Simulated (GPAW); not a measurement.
# TaSi2N4 monolayer: work function by functional and basis, part 2 of 2

Wanted: work functions and dipole of TaSi2N4 monolayer, with the cost of each level.

GPAW 26.7.0; GPAW, PAW setups; layer in a repeated cell with vacuum, relaxation of atoms and in-plane cell (the session's first sound run).

So far, upper work function (eV): step 3 (the slab's potential, PBE, GPAW) 5.41; step 4 (revPBE) 5.21; step 5 (RPBE) 5.18.

### 6. Self-consistent run: xc = "vdW-DF2"

Level of this step: GPAW, PAW setups; slab in vacuum (GPAW).

The same geometry under vdW-DF2, to see how far the functional moves the levels against the vacuum (the van der Waals functionals take revPBE setups).

File run.py:

```python
import json
import numpy as np
from ase import Atoms
from gpaw import GPAW, PW

slab = Atoms(
    ['N', 'Si', 'N', 'Ta', 'N', 'Si', 'N'],
    positions=[
        [-0.00000, 0.00000, 8.00000],
        [-0.00000, 1.69716, 8.51853],
        [-0.00000, 1.69716, 10.27976],
        [0.00000, -0.00000, 11.55038],
        [-0.00000, 1.69716, 12.82102],
        [-0.00000, 1.69716, 14.58225],
        [-0.00000, -0.00000, 15.10078]],
    cell=[[2.93957, 0.0, 0.0], [-1.46979, 2.54574, 0.0], [0.0, 0.0, 23.1008]],
    pbc=[True, True, False],
    magmoms=[0.0, 0.0, 0.0, 1.0, 0.0, 0.0, 0.0])

slab.calc = GPAW(mode=PW(500), xc='vdW-DF2', kpts={'size': (12, 12, 1), 'gamma': True},
                 occupations={'name': 'fermi-dirac', 'width': 0.05}, nbands='200%',
                 convergence={'density': 1e-05}, maxiter=200,
                 poissonsolver={'dipolelayer': 'xy'},
                 symmetry={'tolerance': 1e-3}, txt='slab.txt')
result = {}
energy = slab.get_potential_energy()
fermi = slab.calc.get_fermi_level()
v = slab.calc.get_electrostatic_potential().mean((0, 1)) - fermi
n = slab.calc.get_pseudo_density().mean((0, 1))
L = slab.cell[2, 2]
z = np.arange(len(v)) * L / len(v)
low, high = slab.positions[:, 2].min(), slab.positions[:, 2].max()
below, above = np.interp([low - 5.8, high + 5.8], z, v)
slopes = [np.interp(x, z, np.gradient(v, z)) for x in (low - 5.8, high + 5.8)]
eps = np.array([[slab.calc.get_eigenvalues(k, s) for k in range(len(slab.calc.get_ibz_k_points()))]
                for s in range(slab.calc.get_number_of_spins())]) - fermi
top, bottom = eps[eps < 0].max(), eps[eps > 0].min()
dipole = slab.get_dipole_moment()[2]
print(f'energy {energy:.4f} eV, Fermi level {fermi:.4f} eV, dipole {dipole:.5f} e A')
print(f'potential 5.8 A off the faces, from the Fermi level: lower {below:.4f} eV, upper {above:.4f} eV')
print(f'slope of the potential there: lower {slopes[0]:.5f}, upper {slopes[1]:.5f} eV/A')
print(f'nearest levels on the mesh: {top:.4f} and {bottom:.4f} eV')
print('magnetic moment', round(slab.get_magnetic_moment(), 3))
result.update(energy=energy, fermi=fermi, dipole=dipole, below=below, above=above, slopes=slopes, edges=[top, bottom],
              z=z.tolist(), v=v.tolist(), n=n.tolist(), positions=slab.positions.tolist(),
              forces=slab.get_forces(apply_constraint=False).tolist(), moments=slab.get_magnetic_moments().tolist())
json.dump(result, open('result.json', 'w'))
```

Run with:

```console
$ OMP_NUM_THREADS=1 OPENBLAS_NUM_THREADS=1 python run.py
```

The program printed:

```text
energy -287.1702 eV, Fermi level 0.7989 eV, dipole -0.00047 e A
potential 5.8 A off the faces, from the Fermi level: lower 5.7196 eV, upper 5.7300 eV
slope of the potential there: lower -0.00090, upper 0.00090 eV/A
nearest levels on the mesh: -0.0057 and 0.0200 eV
magnetic moment 0.815
```

The job ended after 2.7 min (1 thread of Arm Neoverse V2, shared host; peak memory 0.52 GiB).

This step gave:

```
levels nearest the Fermi level on the mesh : -0.005672, 0.01999 eV from the Fermi level
upper work function                        : 5.730 eV
lower work function                        : 5.720 eV
site moments                               : 0.004305, 0.008397, 0.009475, 0.4963, 0.009475, 0.008397, 0.004305 μB
sum of the site moments                    : 0.5407 μB
```

The electrostatic potential energy of an electron (without an applied field's), less the Fermi level, planar mean oscillates, so the rows of the table below give means over windows of 1.06 Å about each position, cut where the curve ends. Its maxima inside the range that stand out by 2 % of the span (Å: eV): 9.6: -0.116, 10.7: -8.36, 12.4: -8.36, 13.5: -0.110. Its minima: 8.1: -22.7, 10.3: -12.8, 11.6: -28.0, 12.8: -12.8, 15.0: -22.7.

The electrostatic potential energy of an electron (without an applied field's), less the Fermi level, planar mean by z; means over each step:

z (Å), electrostatic potential energy of an electron (without an applied field's), less the Fermi level, planar mean (eV) and a bar from the least value:
```
     0.53        5.7 ##############################
     1.59        5.7 ##############################
     2.65        5.7 ##############################
     3.71        5.7 ##############################
     4.77        5.7 ##############################
     5.83        5.6 ##############################
     6.89        4.0 ############################
     7.95      -15.4 ####
     9.01       -9.8 ###########
    10.07       -6.5 ###############
    11.13      -18.2 
    12.19      -14.6 ####
    13.25       -4.6 #################
    14.31      -14.0 #####
    15.37      -10.6 ##########
    16.43        4.9 #############################
    17.49        5.7 ##############################
    18.55        5.7 ##############################
    19.61        5.7 ##############################
    20.67        5.7 ##############################
    21.73        5.7 ##############################
    22.79        5.7 ##############################
```

The upper face's work function is 5.730 eV, against 5.408 eV in the first plane-wave PBE run at this geometry.

### 7. Self-consistent run: xc = "LDA"

The same geometry under LDA, to see how far the functional moves the levels against the vacuum.

Changes to run.py since step 6:

```diff
@@ -19,3 +19,3 @@
 
-slab.calc = GPAW(mode=PW(500), xc='vdW-DF2', kpts={'size': (12, 12, 1), 'gamma': True},
+slab.calc = GPAW(mode=PW(500), xc='LDA', kpts={'size': (12, 12, 1), 'gamma': True},
                  occupations={'name': 'fermi-dirac', 'width': 0.05}, nbands='200%',
```

The program printed:

```text
energy -64.7983 eV, Fermi level 0.4108 eV, dipole -0.00047 e A
potential 5.8 A off the faces, from the Fermi level: lower 5.9272 eV, upper 5.9376 eV
slope of the potential there: lower -0.00090, upper 0.00090 eV/A
nearest levels on the mesh: -0.0136 and 0.0693 eV
magnetic moment -0.0
```

Wall time 2.3 min (1 thread); peak memory 0.33 GiB.

This step gave:

```
dipole along the normal                    : -4.71e-4 e·Å
levels nearest the Fermi level on the mesh : -0.01364, 0.06930 eV from the Fermi level
upper work function                        : 5.938 eV
lower work function                        : 5.927 eV
sum of the site moments                    : 0 μB
```

The upper face's work function is 5.938 eV, against 5.408 eV in the first plane-wave PBE run at this geometry.

### 8. OptPBE vdW: xc = "optPBE-vdW"

The same geometry under optPBE-vdW, to see how far the functional moves the levels against the vacuum (the van der Waals functionals take revPBE setups).

Changes to run.py since step 7:

```diff
@@ -19,3 +19,3 @@
 
-slab.calc = GPAW(mode=PW(500), xc='LDA', kpts={'size': (12, 12, 1), 'gamma': True},
+slab.calc = GPAW(mode=PW(500), xc='optPBE-vdW', kpts={'size': (12, 12, 1), 'gamma': True},
                  occupations={'name': 'fermi-dirac', 'width': 0.05}, nbands='200%',
```

The program printed:

```text
energy -93.4168 eV, Fermi level 0.7576 eV, dipole -0.00047 e A
potential 5.8 A off the faces, from the Fermi level: lower 5.6516 eV, upper 5.6620 eV
slope of the potential there: lower -0.00088, upper 0.00088 eV/A
nearest levels on the mesh: -0.0333 and 0.0008 eV
magnetic moment 0.608
```

Elapsed: 2.4 min, on 1 thread; peak memory 0.52 GiB.

This step gave:

```yaml
dipole_along_the_normal: -4.70e-4 e·Å
levels_nearest_the_fermi_level_on_the_mesh: -0.03332, 7.77e-4 eV from the Fermi level
upper_work_function: 5.662 eV
lower_work_function: 5.652 eV
site_moments: 0.003264, 0.005794, 0.004389, 0.3800, 0.004389, 0.005794, 0.003264 μB
sum_of_the_site_moments: 0.4069 μB
```

The upper face's work function is 5.662 eV, against 5.408 eV in the first plane-wave PBE run at this geometry.

### 9. Real-space grid: mode = "fd"

A real-space grid is a second complete basis, so it checks the plane-wave result.

Changes to run.py since step 8:

```diff
@@ -3,3 +3,3 @@
 from ase import Atoms
-from gpaw import GPAW, PW
+from gpaw import GPAW
 
@@ -19,3 +19,3 @@
 
-slab.calc = GPAW(mode=PW(500), xc='optPBE-vdW', kpts={'size': (12, 12, 1), 'gamma': True},
+slab.calc = GPAW(mode='fd', h=0.18, xc='PBE', kpts={'size': (12, 12, 1), 'gamma': True},
                  occupations={'name': 'fermi-dirac', 'width': 0.05}, nbands='200%',
```

The program printed:

```text
energy -60.9626 eV, Fermi level -5.4123 eV, dipole -0.00043 e A
potential 5.8 A off the faces, from the Fermi level: lower 5.4071 eV, upper 5.4174 eV
slope of the potential there: lower -0.00000, upper 0.00000 eV/A
nearest levels on the mesh: -0.0203 and 0.0199 eV
magnetic moment 0.685
```

It took 9 min on 1 thread; peak memory 1.2 GiB.

This step gave:

- dipole along the normal: -4.30e-4 e·Å
- levels nearest the Fermi level on the mesh: -0.02034, 0.01994 eV from the Fermi level
- upper work function: 5.417 eV
- lower work function: 5.407 eV
- site moments: 0.003758, 0.006596, 0.005015, 0.4239, 0.005015, 0.006596, 0.003758 μB
- sum of the site moments: 0.4546 μB

The upper face's work function is 5.417 eV, against 5.408 eV in the first plane-wave PBE run at this geometry.

### 10. Atomic orbitals: mode = "lcao"

Atom-centred orbitals end a few angstrom from the surface, which tests how much the density's tail matters.

Changes to run.py since step 9:

```diff
@@ -19,4 +19,4 @@
 
-slab.calc = GPAW(mode='fd', h=0.18, xc='PBE', kpts={'size': (12, 12, 1), 'gamma': True},
-                 occupations={'name': 'fermi-dirac', 'width': 0.05}, nbands='200%',
+slab.calc = GPAW(mode='lcao', basis='dzp', h=0.18, xc='PBE', kpts={'size': (12, 12, 1), 'gamma': True},
+                 occupations={'name': 'fermi-dirac', 'width': 0.05}, nbands='120%',
                  convergence={'density': 1e-05}, maxiter=200,
```

The program printed:

```text
energy -58.0095 eV, Fermi level -5.4988 eV, dipole -0.00043 e A
potential 5.8 A off the faces, from the Fermi level: lower 5.4936 eV, upper 5.5039 eV
slope of the potential there: lower 0.00000, upper 0.00000 eV/A
nearest levels on the mesh: -0.0236 and 0.0081 eV
magnetic moment 0.514
```

Run time: 8.9 min. Hardware: 1 thread; peak memory 0.36 GiB.

This step gave:

* dipole along the normal: -4.31e-4 e·Å
* levels nearest the Fermi level on the mesh: -0.02361, 0.008050 eV from the Fermi level
* upper work function: 5.504 eV
* lower work function: 5.494 eV
* site moments: 0.003138, 0.004792, 0.003848, 0.3176, 0.003848, 0.004792, 0.003138 μB
* sum of the site moments: 0.3411 μB

The electrostatic potential energy of an electron (without an applied field's), less the Fermi level, planar mean oscillates, so the rows of the table below give means over windows of 0.99 Å about each position, cut where the curve ends. Its maxima inside the range that stand out by 2 % of the span (Å: eV): 9.66: 0.299, 10.65: -8.14, 12.45: -8.13, 13.45: 0.305. Its minima: 8.12: -23.1, 10.29: -12.4, 11.55: -27.6, 12.81: -12.4, 14.98: -23.1.

Table of electrostatic potential energy of an electron (without an applied field's), less the Fermi level, planar mean by z; means over each step:

| z (Å) | electrostatic potential energy of an electron (without an applied field's), less the Fermi level, planar mean (eV) |
| --- | --- |
| 0.49 | 5.49 |
| 1.48 | 5.49 |
| 2.47 | 5.49 |
| 3.46 | 5.49 |
| 4.45 | 5.49 |
| 5.44 | 5.49 |
| 6.43 | 5.22 |
| 7.42 | -2.80 |
| 8.41 | -19.8 |
| 9.40 | -2.93 |
| 10.39 | -9.00 |
| 11.38 | -21.9 |
| 12.37 | -11.8 |
| 13.36 | -2.91 |
| 14.35 | -14.8 |
| 15.34 | -11.3 |
| 16.33 | 4.58 |
| 17.32 | 5.49 |
| 18.31 | 5.50 |
| 19.30 | 5.50 |
| 20.29 | 5.50 |
| 21.29 | 5.50 |
| 22.27 | 5.50 |

The upper face's work function is 5.504 eV, against 5.408 eV in the first plane-wave PBE run at this geometry.

### 11. Cost and result by level

Times are for 1 thread of Arm Neoverse V2, shared host. The series side by side:

| no. | run | upper work function (eV) | lower work function (eV) | time | memory (GiB) |
| --- | --- | --- | --- | --- | --- |
| 1 | pw | 5.408 | 5.398 | 2.5 min | 0.35 |
| 2 | revPBE | 5.209 | 5.199 | 2.5 min | 0.35 |
| 3 | RPBE | 5.179 | 5.169 | 2.3 min | 0.34 |
| 4 | vdW DF2 | 5.730 | 5.720 | 2.7 min | 0.52 |
| 5 | LDA | 5.938 | 5.927 | 2.3 min | 0.33 |
| 6 | optPBE vdW | 5.662 | 5.652 | 2.4 min | 0.52 |
| 7 | fd | 5.417 | 5.407 | 9 min | 1.2 |
| 8 | lcao | 5.504 | 5.494 | 8.9 min | 0.36 |

### 12. Side by side

Results and costs are gathered.

This step: comparison of work functions, dipole and cost (GPAW 26.7.0).

Ladder, by row:

| step | code | work function, upper (eV) | work function, lower (eV) | dipole (e Å) | wall time (s) | peak memory (GiB) | threads |
| --- | --- | --- | --- | --- | --- | --- | --- |
| pw | GPAW | 5.408 | 5.398 | -4.71e-4 | 147.9 | 0.35 | 1 |
| revPBE | GPAW | 5.209 | 5.199 | -4.70e-4 | 147.5 | 0.35 | 1 |
| RPBE | GPAW | 5.179 | 5.169 | -4.70e-4 | 138.2 | 0.34 | 1 |
| vdW-DF2 | GPAW | 5.73 | 5.72 | -4.70e-4 | 161.4 | 0.52 | 1 |
| LDA | GPAW | 5.938 | 5.927 | -4.71e-4 | 137.7 | 0.33 | 1 |
| optPBE-vdW | GPAW | 5.662 | 5.652 | -4.70e-4 | 146 | 0.52 | 1 |
| fd | GPAW | 5.417 | 5.407 | -4.30e-4 | 537.8 | 1.18 | 1 |
| lcao | GPAW | 5.504 | 5.494 | -4.31e-4 | 532 | 0.36 | 1 |

### 13. A changed run

One more run, with changed settings.

This step: GPAW, PAW setups; slab in vacuum (GPAW 26.7.0).

Changes to run.py since step 10:

```diff
@@ -3,3 +3,3 @@
 from ase import Atoms
-from gpaw import GPAW
+from gpaw import GPAW, PW
 
@@ -19,5 +19,5 @@
 
-slab.calc = GPAW(mode='lcao', basis='dzp', h=0.18, xc='PBE', kpts={'size': (12, 12, 1), 'gamma': True},
-                 occupations={'name': 'fermi-dirac', 'width': 0.05}, nbands='120%',
-                 convergence={'density': 1e-05}, maxiter=200,
+slab.calc = GPAW(mode=PW(500), xc='PBE', kpts={'size': (1, 1, 1), 'gamma': True},
+                 occupations={'name': 'fermi-dirac', 'width': 0.05}, nbands='200%',
+                 convergence={'density': 1e-05}, maxiter=75,
                  poissonsolver={'dipolelayer': 'xy'},
```

The program printed:

```text
energy -37.4206 eV, Fermi level 1.5509 eV, dipole -0.00047 e A
potential 5.8 A off the faces, from the Fermi level: lower 5.4236 eV, upper 5.4339 eV
slope of the potential there: lower -0.00099, upper 0.00099 eV/A
nearest levels on the mesh: -0.4967 and 0.4967 eV
magnetic moment 1.0
```

The job ended after 10 s (1 thread; peak memory 0.21 GiB).

The run finished. A setting was moved off its sound value on purpose, so it serves as a test and not as the result.

The fault put into the input: one k-point (kpts = [1, 1]).

Side by side:

| quantity | this run | sound run | difference |
| --- | --- | --- | --- |
| upper work function (eV) | 5.4339 | 5.4082 | 0.0257 |
| lower work function (eV) | 5.4236 | 5.3978 | 0.0258 |
| sum of the site moments (μB) | 0.73937 | 0.43426 | 0.305 |

The two runs differ clearly in the sum of the site moments: 0.739 μB against 0.434 μB.

### 14. Outcome

| Property | Result |
| --- | --- |
| work function, upper and lower face | 5.408 and 5.398 eV |
| dipole along the normal | -4.7e-4 e Å |

In words: With plane waves and PBE the work function is 5.41 eV on the upper face and 5.40 eV on the lower. Over the sound runs of the table the upper face's work function spans 5.179 (RPBE) to 5.938 eV (LDA). The small printed dipole stands for a step of 11 meV from the lower to the upper face, and the probes find 10 meV; values this small are near the numerical noise of both. One magnetic start was tried; another order may lie lower. The layer's cell and atoms come from the relaxation; spin-orbit coupling and temperature are left out.

[Logs are printed without paths, hosts, clocks, repeated set-up lines and the standing remarks that a program may print on its own settings, such as how far it seeks lower states.]

[Hosts, paths, dates, database ids (printed as entryN), source tags and the programs' standing remarks are cut or masked in the printed files.]
